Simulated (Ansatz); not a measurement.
# Phonons of KF (Carobbiite, Fm-3m) against volume, part 3 of 3

Wanted: mode Grüneisen parameters of KF (Carobbiite, Fm-3m).

Ansatz 0.2.0; DFT LDA, scalar-relativistic, plane waves, PAW; PAW set soft_1.

So far, highest frequency on the path or at a solved wavevector (cm⁻¹): step 2 (the dispersion) 339; step 4 (phonons at the other volume, volume ratio 0.97) 352; step 6 (phonons at the other volume, volume ratio 1.03) 327.

## 7. Grüneisen parameters

The Grüneisen parameter of a mode is minus the logarithmic change of its frequency with volume, −d ln ω / d ln V; weighted by heat capacity it gives the expansion.

This step gave:

- bulk modulus: 43.9 GPa

The phonon branches at the labelled points (cm⁻¹):

```
    point  branch 1  branch 2  branch 3  branch 4  branch 5  branch 6
        Γ         0         0         0       211       211       339
  halfway        63        63       161       215       215       278
        X        87        87       170       218       218       228
  halfway        94       109       166       215       222       227
        U       111       151       152       208       225       230
jump to K       111       151       152       208       225       230
  halfway        79       112       150       195       218       297
        Γ         0         0         0       211       211       339
  halfway        86        86       127       204       204       318
        L       129       129       193       193       210       275
  halfway       127       137       179       202       215       251
        W       136       136       152       215       223       223
  halfway       104       121       161       218       220       227
        X        87        87       170       218       218       228
```

The same for volume x 0.97:

```
point  branch 1  branch 2  branch 3  branch 4  branch 5  branch 6
    Γ         0         0         0       226       226       352
    X        83        83       167       235       235       246
    U       113       150       154       224       243       245
    K       113       150       154       224       243       245
    Γ         0         0         0       226       226       352
    L       138       138       207       207       218       286
    W       133       133       160       227       241       241
    X        83        83       167       235       235       246
```

The same for volume x 1.03:

```
point  branch 1  branch 2  branch 3  branch 4  branch 5  branch 6
    Γ         0         0         0       196       196       327
    X        90        90       171       201       201       212
    U       109       148       154       193       209       216
    K       109       148       154       193       209       216
    Γ         0         0         0       196       196       327
    L       120       120       181       181       202       265
    W       138       138       144       203       207       207
    X        90        90       171       201       201       212
```

The first set of phonon branches as a text plot (rows in cm⁻¹):

```
    345 |*                            ***
    330 | **                      ****   ***
    315 |   *                    *          **
    301 |    **                 *             *
    286 |                      *               **
    271 |      *                                 ****
    257 |       *            **                      **
    242 |        *         **                          **
    227 |         *************                         *********
    213 |******************    *************     ****************
    198 |                  *********        ************
    183 |       ****        ***                *    ***
    169 |           ****   *   *              *        **     ***
    154 |      *        ***     *            *           *****
    139 |    **          * *                        *********
    125 |               *  ***** *          *  **********  * *
    110 |   *          * **  ** *          *  *             ***
     95 |             ***      * ***         *                ***
     81 |  *     *****          * **      * *                   *
     66 |      **                *  *      *
     51 |    **                   ***    **
     37 | * *                       **   *
     22 | **                         *  *
      7 |*                            **
         Γ           X  U|K            Γ         L        W     X
```

Mode Grueneisen parameter -dln(w)/dln(V), modes matched by rank; at Γ the acoustic branches take the value of a neighbouring point of the path. Mode grüneisen parameters along the path, in :

```
    point  branch 1  branch 2  branch 3  branch 4  branch 5  branch 6
        Γ     -1.00     -1.00      2.53      2.45      2.45      1.23
  halfway     -1.25     -1.25      2.48      2.51      2.51      0.97
        X     -1.39     -1.39     -0.39      2.58      2.58      2.50
  halfway     -0.62     -0.31     -0.41      2.56      2.44      2.51
        U      0.66      0.16      0.05      2.50      2.54      2.07
jump to K      0.66      0.16      0.05      2.50      2.54      2.07
  halfway     -0.82      2.59      1.80      2.24      2.50      1.17
        Γ     -0.83      2.67      1.69      2.45      2.45      1.23
  halfway      2.14      2.14      1.31      2.37      2.37      1.24
        L      2.27      2.27      2.21      2.21      1.25      1.26
  halfway      1.45      0.98      0.94      2.37      2.45      1.51
        W     -0.64     -0.64      1.83      1.85      2.56      2.56
  halfway     -1.00      0.78     -0.45      2.29      2.57      2.52
        X     -1.39     -1.39     -0.39      2.58      2.58      2.50
```

The mode Grüneisen parameters as a text plot (rows in , shown from -1.4 to 2.6 only):

```
   2.53 |********************************             ***********
   2.36 |       *   *  **  **    *****   ******     ******    *
   2.20 |                *   ****           ********         *
   2.03 |         **      *             ****      ***    *  *
   1.86 |                      **                       * **
   1.70 |        *         * **  *******           *** *
   1.53 |                   *                         *  * *
   1.36 |                   *           ******    ****      *
   1.20 |****    *         * **********************          *
   1.03 |    ***                                     ****
   0.86 |       *           *                         **
   0.70 |         **      *                             *
   0.53 |                *                             *
   0.37 |                *  *                                 *
   0.20 |               * *
   0.03 |                 *                             *
  -0.13 |           *   *
  -0.30 |              *                                 *
  -0.47 |            ***** *                             * ******
  -0.63 |              *     **                           **
  -0.80 |                      ***   ***                    *  *
  -0.97 |***                      ***                        *
  -1.13 |   ***       *                                       * *
  -1.30 |      ****** *                                        **
         Γ           X  U|K            Γ         L        W     X
```

(dS/dlnV)/C_V. Thermodynamic Grueneisen parameter against temperature:

```
temperature (K)  thermodynamic Grueneisen parameter
             50                               0.965
            100                                1.34
            150                                1.43
            200                                1.46
            250                                1.47
            300                                1.48
            350                                1.48
            400                                1.49
            450                                1.49
            500                                1.49
            550                                1.49
            600                                1.49
            650                                1.49
            700                                1.49
            750                                1.49
            800                                1.49
            850                                1.49
            900                                1.49
            950                                1.49
           1000                                1.49
```

Gamma C_V/(B V) at the static volume. The volume expansion by temperature:

```
temperature (K)  volume expansion (1e-6/K)
             50                       12.1
            100                       43.9
            150                       61.0
            200                       69.1
            250                       73.5
            300                       76.0
            350                       77.5
            400                       78.5
            450                       79.2
            500                       79.8
            550                       80.2
            600                       80.5
            650                       80.7
            700                       80.9
            750                       81.0
            800                       81.2
            850                       81.3
            900                       81.3
            950                       81.4
           1000                       81.5
```

## 8. What came out

```yaml
bulk_modulus: 43.9 GPa
gap_deformation_potential: -5.78 eV
thermodynamic_grueneisen_parameter_at_300_k: 1.479
volume_expansion_at_300_k_estimated: 75.95 × 10⁻⁶ K⁻¹
```

In words: By this estimate the volume grows by 76.0 × 10⁻⁶ per kelvin at 300 K. Without the field, the highest optical mode at Γ goes from 227 to 196 cm⁻¹ as the cell grows, a Grüneisen parameter of 2.45. Mode parameters on the path run from -1.4 to 2.7, with a median of 2.0. Modes with negative values stiffen as the cell grows and pull against the expansion. Branches are matched by rank, so values near crossings are rough. The expansion is the Grüneisen estimate at the static volume, with the static bulk modulus. The PAW files were made for PBE and serve the other functionals too.

[Logs are printed without paths, hosts, clocks, repeated set-up lines and the standing remarks that a program may print on its own settings, such as how far it seeks lower states.]

[Hosts, paths, dates, database ids (printed as entryN), source tags and the programs' standing remarks are cut or masked in the printed files.]
